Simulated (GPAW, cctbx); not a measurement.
## Reading charge transfer from structure factors

Na3Li, P6_3/mmc (no. 194), a = 7.2783 Å, b = 7.2783 Å, c = 5.8372 Å, α = 90.00°, β = 90.00°, γ = 120.00°.

| atom | mult. | x | y | z |
| --- | --- | --- | --- | --- |
| Na1 | 6 | 0.8287 | 0.1713 | 3/4 |
| Li1 | 2 | 2/3 | 1/3 | 1/4 |

The start was made by putting kin elements into a known structure type; the compound need not exist, or be stable, in this form.

Absolute values of the static structure factors of the conventional cell from DFT (PBE, GPAW) against free spherical atoms, in electrons:

```
hkl  d (Å)  free atoms  crystal
100  6.303        5.68     5.59
101  4.283       13.97    13.88
110  3.639       14.34    14.30
200  3.152       28.46    28.30
002  2.919       55.92    55.67
201  2.773       47.57    47.41
102  2.648        5.01     5.02
210  2.382        9.69     9.69
112  2.277       12.55    12.56
211  2.206        8.94     8.95
```

**Question.** Which way does charge move, and which reflections show it best?

Project each element's phase sum on the total phase. |F| rises if density moves to atoms that scatter in phase and falls if it moves to atoms that scatter against it; the rule is for low angles, since changes of shape take over beyond. Where all elements are in phase the terms compete, and the compactness of the donor's and the acceptor's density matters too.

| hkl | Na in phase | Li in phase | change (e) | (%) |
| --- | --- | --- | --- | --- |
| 100 | +0.8 | -1.0 | -0.10 | -1.7 |
| 101 | +1.8 | -1.7 | -0.10 | -0.7 |
| 110 | +2.0 | -2.0 | -0.04 | -0.3 |
| 200 | +3.0 | +1.0 | -0.15 | -0.5 |
| 002 | +6.0 | +2.0 | -0.25 | -0.4 |
| 201 | +5.2 | +1.7 | -0.16 | -0.3 |
| 102 | +0.8 | -1.0 | +0.01 | +0.2 |
| 210 | +1.4 | -1.0 | 0.00 | 0.0 |

Low-angle reflections that set elements apart and change by more than 0.05 e: 100 and 101 (110, 102 and 210 hardly move and tell little). The signs fit a gain of density on Li and a loss on Na. The best witness is 100, -1.7 %, where Li enters with -1.0. The real-space density agrees: Voronoi charges Na +0.02, Li -0.07 e. The shortest bond, Na–Na, has Δρ = 0.00 e/Å³ at its midpoint, with no localised bond charge.

[Outputs are excerpts: Python notices, other lines and further rows are left out; steps that failed or that the build refused (PBEsol, TPSS) are not shown.]

[Logs are printed without paths, hosts, clocks, repeated set-up lines and the standing remarks that a program may print on its own settings, such as how far it seeks lower states.]
